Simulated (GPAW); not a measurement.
# Surface energy and work function of Ag(110) from slabs of 4 to 14 layers (RPBE)

How do energy and work function of Ag(110) films settle with thickness, and what surface energy follows?

How it was computed: GPAW 26.7.0, plane waves at 450 eV with PAW setups; symmetric 1×1 slabs cut at the tabulated lattice constant (two decimals; low-temperature values for the alkali metals), atoms at bulk places, 7.5 Å of vacuum on each side, one in-plane mesh for all thicknesses, Fermi-Dirac smearing of 0.1 eV. Energies are extrapolated to zero smearing and count from the program's reference atoms. Functional RPBE. The cell's area is 11.829 Å².

The runs, one held back:

| layers | energy (eV) | work function (eV) |
| --- | --- | --- |
| 4 | −8.2775 | 3.98 |
| 5 | −10.6247 | 3.98 |
| 6 | −12.9091 | 4.00 |
| 7 | −15.2548 | 3.94 |
| 8 | −17.5342 | 4.00 |
| 9 | −19.8759 | 3.93 |
| 10 | −22.1678 | 4.01 |
| 11 | −24.4912 | 3.91 |
| 12 | −26.7942 | 4.00 |
| 14 | ? | ? |

To predict: What surface energy do these runs give, and what energy and work function should the 14-layer slab have?

A: A slab of n layers has E(n) = nε + 2Aγ once its middle is bulk-like. A line through n = 6 to 12 has the slope ε = −2.3129 eV a layer and the intercept 2Aγ = 0.9552 eV (r.m.s. residual 12.3 meV). So γ = 0.9552 / (2 × 11.829 Å²) = 0.0404 eV/Å² = 0.65 J/m², with a standard error of about 0.02 J/m² from the scatter about the line. For 14 layers: 0.9552 + 14 × (−2.3129) = −31.426 eV; the run gives −31.417 eV, 8.7 meV over the line. The work function has no such law: from 6 to 12 layers it moves between 3.91 and 4.01 eV (mean 3.97), and the 14-layer slab gives 3.99 eV. The thinnest slab, 4 layers, lies +0.01 eV from that mean. The values go up and down with thickness, as expected where levels confined across the film cross the Fermi level one by one. The measured value for this face is 4.10 eV (“Anisotropic work function of elemental crystals” (2019, arxiv:1902.07811)); the unrelaxed 14-layer slab lies 0.11 eV under it.

Caveats: The surfaces are unrelaxed, so γ is an upper bound for this functional and lattice constant. The tabulated lattice constant isn't the functional's own, which strains the slab a little.
